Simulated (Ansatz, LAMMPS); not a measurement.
## Glassy 29Li2O-71TiO2 (mol %) (114 atoms) in motion

Wanted: a short trajectory of glassy 29Li2O-71TiO2 (mol %) (114 atoms) with its pair distributions.

Program: Ansatz 0.2.0. Level of theory: Kohn-Sham DFT, r2SCAN, PAW (set soft_2), plane waves. Results are calculated unless marked as measured.

## (1) Starting point

The cell holds 114 atoms: 22 Li, 27 Ti and 65 O. Cell: a = 10.832 Å, b = 10.832 Å, c = 10.832 Å, α = 90.0°, β = 90.0°, γ = 90.0°. 114 atoms (22 Li, 27 Ti, 65 O) placed at random at 3.39 g/cm³, melted at 4000 K for 10 ps at fixed volume with the Morse and Coulomb pair potential with partial charges (Pedone, Malavasi, Menziani, Cormack and Segre, J. Phys. Chem. B 110, 11780 (2006)). Quenched from 4000 K to 300 K at 30 K/ps and fixed volume, held 10 ps at zero pressure.

Before any run, some limits are plain. The quench rate of 30 K/ps is many orders above laboratory rates, so the cell is likely richer in defects and strain than a real sample. The network of bonds at the start is that of the classical potential that made the cell. Only the Γ point is sampled, in a cell whose shortest periodic width is 11 Å.

## (2) Dynamics started at 300 K

A Nosé–Hoover thermostat steers the temperature while disturbing the dynamics little. The time step is 1.0 fs.

input.yaml reads:

```yaml
crystal:
  lattice:
    - [10.83234, 0.0, 0.0]
    - [0.0, 10.83234, 0.0]
    - [0.0, 0.0, 10.83234]
  atoms:
    - { symbol: Li, position: [0.8088, 0.04604, 0.01252] }
    - { symbol: Li, position: [0.99381, 0.80368, 0.60942] }
    - { symbol: Li, position: [0.15526, 0.03744, 0.6386] }
    - { symbol: Li, position: [0.47703, 0.64126, 0.19726] }
    [... 104 atom lines left out ...]
    - { symbol: O, position: [0.93376, 0.41907, 0.62141] }
    - { symbol: O, position: [0.12964, 0.99593, 0.80352] }
    - { symbol: O, position: [0.75451, 0.38136, 0.92307] }
    - { symbol: O, position: [0.8856, 0.46487, 0.12611] }
    - { symbol: O, position: [0.0677, 0.31543, 0.27888] }
    - { symbol: O, position: [0.58106, 0.79674, 0.89685] }
kpoints:
  mp_grid: { grid: [1, 1, 1] }
hamiltonian:
  xc: r2scan
scf:
  occupations: { method: fermi_dirac, width: 0.05 }
output:
  forces: true
md:
  timestep: 1.0
  n_steps: 82
  ensemble: nvt_nose_hoover
  temperature: 300
  initial_velocities: maxwell_boltzmann
  seed: 9680
```

Launch:

```bash
$ ansatz run input.yaml --threads 4 --pin off --max-ram 8192MiB --backend cpu --events-out ev --progress --plain --runs-dir out
```

Run time: 15 min. Hardware: 4 threads of AMD EPYC 9R45, shared host; peak memory 3.9 GiB.

The program notes that it switched symmetry off.

Rows from the run:

```csv
time (fs),T (K),potential (meV/atom),conserved (meV/atom)
0.0,300,0.0,0.00
5.0,322,-2.9,-0.02
11.0,377,-9.9,-0.03
16.0,406,-13.8,-0.03
22.0,432,-17.3,-0.04
27.0,433,-17.8,-0.04
33.0,407,-15.0,-0.03
38.0,392,-13.7,-0.02
44.0,400,-15.5,-0.04
49.0,396,-15.7,-0.04
55.0,371,-13.4,-0.03
60.0,372,-14.3,-0.03
66.0,383,-16.5,-0.05
71.0,369,-15.5,-0.04
77.0,359,-15.0,-0.03
82.0,382,-18.7,-0.04
```

Mean square displacement from the first frame to the last: Li 0.18 Å², Ti 0.042 Å², O 0.063 Å².

Table of mean square displacement by time lag:

```csv
time lag (fs),Li (Å²),O (Å²),Ti (Å²)
1.0,1.3e-4,5.9e-5,2.2e-5
2.0,5.3e-4,2.3e-4,8.6e-5
4.0,0.00210,9.3e-4,3.4e-4
6.0,0.00469,0.00208,7.7e-4
9.0,0.0104,0.00456,0.00169
11.0,0.0153,0.00665,0.00249
12.0,0.0180,0.00781,0.00294
14.0,0.0240,0.0103,0.00393
16.0,0.0306,0.0130,0.00503
17.0,0.0341,0.0144,0.00561
19.0,0.0413,0.0172,0.00684
22.0,0.0527,0.0214,0.00880
24.0,0.0603,0.0242,0.0102
26.0,0.0679,0.0268,0.0116
27.0,0.0717,0.0281,0.0123
29.0,0.0791,0.0306,0.0138
31.0,0.0862,0.0329,0.0152
32.0,0.0896,0.0340,0.0160
36.0,0.103,0.0379,0.0189
37.0,0.106,0.0388,0.0196
39.0,0.111,0.0405,0.0211
41.0,0.117,0.0420,0.0226
```

Over the second half of 82 fs the temperature averages 379 K, falling from about 398 to 365 K (means over the first and last quarter of that half). The conserved energy stays within 0.05 meV/atom. From first frame to last Li has the largest mean square displacement, 0.18 Å² at the end; the farthest move is 0.71 Å. The mean temperature of 379 K lies well off the 300 K of the input, so the thermostat hasn't yet brought the run to equilibrium. The count of bonds goes from 233 in the first frame to 239 in the last, by one set of cutoffs: 5 pairs passed out of them and 11 came within. The run spans 0.08 ps, too short for its means to be equilibrium values.

## (3) Local order late in the run

The g(r) is a mean over the second half; what follows it is taken at the last frame.

Density 3.25 g/cm³, 11.15 Å³ an atom.

Mean of 15 frames. g(r), total and by pair (bins of 0.2 Å):

```csv
r (Å),total,O-O,O-Ti,O-Li,Ti-Ti,Ti-Li,Li-Li
1.70,0.52,0.00,1.64,0.36,0.00,0.00,0.00
1.90,2.58,0.00,6.58,3.69,0.00,0.00,0.00
2.10,1.11,0.00,1.84,2.81,0.00,0.00,0.00
2.30,0.41,0.02,0.49,1.14,0.00,0.00,0.62
2.50,0.47,0.83,0.11,0.47,0.00,0.14,1.54
2.70,1.18,2.61,0.08,0.27,0.02,2.12,1.46
2.90,1.34,2.46,0.19,0.66,0.45,2.74,1.88
3.10,1.15,1.80,0.24,0.68,0.97,2.74,1.11
3.30,0.91,1.02,0.47,0.72,1.15,1.99,1.10
3.50,0.99,0.77,0.83,0.82,3.20,1.39,0.81
3.70,1.02,0.78,1.13,1.06,2.00,1.09,0.46
3.90,0.92,0.74,1.09,1.26,1.01,0.37,0.49
4.10,0.95,0.52,1.59,1.21,0.60,0.27,0.75
4.30,1.04,0.58,1.48,1.42,0.83,0.70,0.72
4.50,1.06,0.65,1.63,1.35,0.51,0.74,0.57
4.70,1.05,0.89,1.25,1.23,0.83,0.78,0.80
4.90,0.96,1.10,1.02,0.78,0.93,0.68,1.04
5.10,0.95,1.25,0.80,0.76,0.64,0.93,1.08
5.30,1.06,1.40,0.79,0.82,1.27,1.05,1.35
```

Bonds by pair of elements; cutoffs follow the first minimum of g(r), held within bounds set by covalent radii, and pairs that aren't listed don't count as bonded:

```csv
pair A-B,cutoff (Å),bonds,mean length (Å),spread (Å),shortest (Å),B about A,A about B
O-Ti,2.64,139,1.95,0.155,1.72,2.14,5.15
O-Li,2.58,100,2.09,0.189,1.76,1.54,4.54
```

How many atoms have how many bonded neighbours:

```csv
element,mean,2,3,4,5,6
Li,4.54,0,1,10,9,2
O,3.68,3,24,29,9,0
Ti,5.15,0,0,3,17,7
```

Bond angles, per cent of each kind in bins of 5°:

```csv
angle (°),O-Ti-O,Li-O-Ti,O-Li-O,Ti-O-Ti,Li-O-Li
65–70,0.0,0.0,1.6,0.0,2.0
70–75,2.7,1.0,6.0,0.0,3.9
75–80,5.1,4.5,10.4,0.0,9.8
80–85,8.5,7.9,8.2,0.0,13.7
85–90,13.3,16.8,8.2,1.2,15.7
90–95,17.1,13.9,4.9,5.8,7.8
95–100,10.6,11.9,9.8,3.5,7.8
100–105,7.8,6.9,7.1,7.0,7.8
105–110,6.1,8.4,4.9,5.8,2.0
110–115,3.8,5.0,4.4,2.3,2.0
115–120,5.5,5.5,7.6,3.5,0.0
120–125,1.7,5.0,3.3,11.6,2.0
125–130,0.3,4.0,2.7,12.8,0.0
130–135,0.7,2.5,3.3,11.6,5.9
135–140,1.0,3.0,2.7,7.0,3.9
140–145,1.0,1.0,4.9,5.8,2.0
145–150,0.7,1.0,2.2,7.0,2.0
150–155,2.4,0.5,2.2,2.3,0.0
155–160,2.4,0.5,2.7,5.8,2.0
160–165,3.1,0.5,1.1,2.3,3.9
165–170,2.4,0.5,1.1,1.2,2.0
170–175,2.7,0.0,0.5,3.5,0.0
175–180,1.0,0.0,0.0,0.0,3.9
```

Bond angles (no mean is given where the spread exceeds 20°):

```csv
angle,count,mean (°),spread (°)
O-Ti-O,293,-,-
Li-O-Ti,202,103,18.5
O-Li-O,183,-,-
Ti-O-Ti,86,-,-
Li-O-Li,51,-,-
```

Bond length by coordination (bonds to H left out):

```csv
element,coordination,atoms,mean bond length (Å)
Li,3,1,1.94
Li,4,10,2.04
Li,5,9,2.12
Li,6,2,2.16
O,2,3,1.83
O,3,24,1.96
O,4,29,2.02
O,5,9,2.07
Ti,4,3,1.81
Ti,5,17,1.93
Ti,6,7,2.01
```

Rings of the network by King's shortest-path rule, up to 12 atoms, one path for each pair of neighbours; H, halogens, alkali and alkaline-earth atoms are left out, and the last column divides by all other atoms, bonded or not:

```csv
ring size (atoms),rings,per network atom
4,9,0.098
6,22,0.239
8,38,0.413
10,35,0.38
12,35,0.38
```

First main peaks of g(r), for some of the pairs, lie near 2.8 Å (O-O), 1.9 Å (O-Ti), 2.0 Å (O-Li), 3.5 Å (Ti-Ti) and 3.2 Å (Ti-Li). With the cutoffs above, 45 % of Li atoms have 4, 45 % of O atoms have 4 and 63 % of Ti atoms have 5 bonded neighbours. Rings of 8 atoms are the most common (27 % of those counted); sizes run from 4 to 12, where the search stops.

## (4) Single point at the last frame

The last frame is solved again with fuller output, to read the electronic structure of a thermally displaced geometry.

input.yaml reads:

```yaml
crystal:
  lattice:
    - [10.83234, 0.0, 0.0]
    - [0.0, 10.83234, 0.0]
    - [0.0, 0.0, 10.83234]
  atoms:
    - { symbol: Li, position: [0.79347, 0.04276, 0.98594] }
    - { symbol: Li, position: [0.96017, 0.80676, 0.61021] }
    - { symbol: Li, position: [0.14042, 0.00377, 0.6495] }
    - { symbol: Li, position: [0.52191, 0.61082, 0.16044] }
    [... 104 atom lines left out ...]
    - { symbol: O, position: [0.93816, 0.40634, 0.61119] }
    - { symbol: O, position: [0.1179, 0.03834, 0.81203] }
    - { symbol: O, position: [0.74553, 0.39244, 0.91284] }
    - { symbol: O, position: [0.90411, 0.44516, 0.12402] }
    - { symbol: O, position: [0.06621, 0.33936, 0.26304] }
    - { symbol: O, position: [0.56933, 0.79535, 0.88477] }
kpoints:
  mp_grid: { grid: [1, 1, 1] }
hamiltonian:
  xc: r2scan
scf:
  occupations: { method: fermi_dirac, width: 0.05 }
output:
  forces: true
  stress: true
  populations: true
  dos:
    method: { smearing: { sigma: 0.1 } }
    de: 0.1
    projected: { site_lists: { Li: [Li], O: [O], Ti: [Ti] } }
  eigenvalues: true
  write_density: true
  write_potential: true
  volumetric_format: npy
```

Run time: 28 s. Hardware: 4 threads; peak memory 3.8 GiB.

Read from the output:

| Item | Value |
| --- | --- |
| free energy | -109249.7080 eV |
| free energy per atom | -958.3308 eV/atom |
| SCF cycles | 13 |
| pressure | -1.701 GPa |
| r.m.s. force component | 0.6889 eV/Å |
| longest force | 2.655 eV/Å |
| Fermi energy | 6.989 eV |
| gap (highest filled to lowest empty level) | 2.543 eV |
| spilling of the projection | 0.00464 |

Neighbours are counted within 2.64 Å (O-Ti), 2.58 Å (O-Li), the cutoffs taken from the dynamics.

Length of the force by element and coordination:

```csv
element,coordination,atoms,mean length of the force (eV/Å),spread,least,most
Li,all,22,0.512,0.230,0.168,1.10
Li,3,1,0.750,0,0.750,0.750
Li,4,10,0.496,0.189,0.216,0.919
Li,5,9,0.525,0.283,0.168,1.10
Li,6,2,0.415,0.0169,0.398,0.432
O,all,65,1.08,0.529,0.153,2.63
O,2,3,0.883,0.154,0.687,1.06
O,3,24,1.21,0.539,0.573,2.63
O,4,29,1.04,0.552,0.309,2.37
O,5,9,0.895,0.399,0.153,1.43
Ti,all,27,1.39,0.597,0.421,2.66
Ti,4,3,1.97,0.534,1.35,2.66
Ti,5,17,1.36,0.520,0.421,2.38
Ti,6,7,1.22,0.645,0.455,2.34
```

Löwdin charges by element and coordination (they lack the spilled electrons, 0.032 e an atom on average):

```csv
element,coordination,atoms,mean charge (e),spread,least,most
Li,all,22,0.732,0.0115,0.706,0.755
Li,3,1,0.755,0,0.755,0.755
Li,4,10,0.738,0.0085,0.725,0.752
Li,5,9,0.726,0.0051,0.716,0.734
Li,6,2,0.715,0.0091,0.706,0.724
O,all,65,-0.774,0.0805,-1.02,-0.579
O,2,3,-0.628,0.0367,-0.667,-0.579
O,3,24,-0.724,0.0515,-0.815,-0.618
O,4,29,-0.797,0.0435,-0.924,-0.694
O,5,9,-0.884,0.0739,-1.02,-0.773
Ti,all,27,1.40,0.0258,1.34,1.45
Ti,4,3,1.36,0.0184,1.34,1.38
Ti,5,17,1.40,0.023,1.38,1.45
Ti,6,7,1.41,0.0188,1.39,1.44
```

Density of states as counts of states in windows of 1 eV (from the Fermi level), total and the larger projections:

```csv
from (eV),to (eV),total,O p,Ti d
-14,-7,0.0,0.0,0.0
-7,-6,5.0,3.5,1.1
-6,-5,95.4,69.0,21.4
-5,-4,90.8,70.6,15.8
-4,-3,81.9,69.4,9.1
-3,-2,88.8,80.6,5.6
-2,-1,28.1,26.3,1.1
-1,1,0.0,0.0,0.0
1,2,32.5,3.0,28.5
2,3,76.2,10.9,61.7
3,4,64.6,12.4,47.4
```

Between -26 and -14 eV lie 130 more states.

The stored curve holds about 520 of the 780 electrons; the rest, give or take the few that broadening carries across the Fermi level, lie in deeper levels below its range.

The levels nearest the highest filled one (over half full), pooled over k-points and spins:

```csv
level less the highest filled one (eV),occupation
-0.408,2
-0.323,2
-0.294,2
-0.239,2
-0.185,2
0,2
2.54,0
2.68,0
2.70,0
2.78,0
2.88,0
2.93,0
```

Mean Löwdin charges: Li +0.73, O -0.77, Ti +1.40 e (they miss 0.46 % of the electrons, so they add up to more than the cell's charge). The largest share in the top eV of filled states is O p (94 % of the projected weight), and in the lowest eV of empty states Ti d (88 % of the projected weight).

## (5) Summary of results

```json
{
 "mean temperature, second half": "378.7 K",
 "temperature swing, second half": "13.16 K",
 "slope of the conserved energy against time, by least squares": "-0.1539 meV/atom/ps",
 "free energy per atom": "-958.3308 eV/atom",
 "pressure": "-1.701 GPa",
 "r.m.s. force component": "0.6889 eV/Å",
 "gap (highest filled to lowest empty level)": "2.543 eV",
 "wall time of the 2 DFT runs": "15 min"
}
```

Over the second half of 82 fs the temperature averages 379 K, falling from about 398 to 365 K (means over the first and last quarter of that half). The conserved energy stays within 0.05 meV/atom. The mean temperature of 379 K lies well off the 300 K of the input, so the thermostat hasn't yet brought the run to equilibrium. The count of bonds goes from 233 in the first frame to 239 in the last, by one set of cutoffs: 5 pairs passed out of them and 11 came within. The run spans 0.08 ps, too short for its means to be equilibrium values. With the cutoffs above, 45 % of Li atoms have 4, 45 % of O atoms have 4 and 63 % of Ti atoms have 5 bonded neighbours. The highest filled and lowest empty levels differ by 2.54 eV (at Γ alone); a semilocal functional tends to put such gaps too low. In a disordered cell it changes from sample to sample, and tail or defect levels can set it.

**Limits.** The network of bonds at the start is that of the classical potential that made the cell; in DFT 5 of its 233 bonded pairs passed out of the cutoffs and 11 came within them. The stress is far from hydrostatic: its diagonal is -1.9, 0.1, -3.4 GPa, compression counted positive. The pressure of -1.7 GPa is that of one thermal frame at a volume set beforehand, without the kinetic term.

[Logs are printed without paths, hosts, clocks, repeated set-up lines and the standing remarks that a program may print on its own settings, such as how far it seeks lower states.]

[Hosts, paths, dates, database ids (printed as entryN), source tags and the programs' standing remarks are cut or masked in the printed files.]
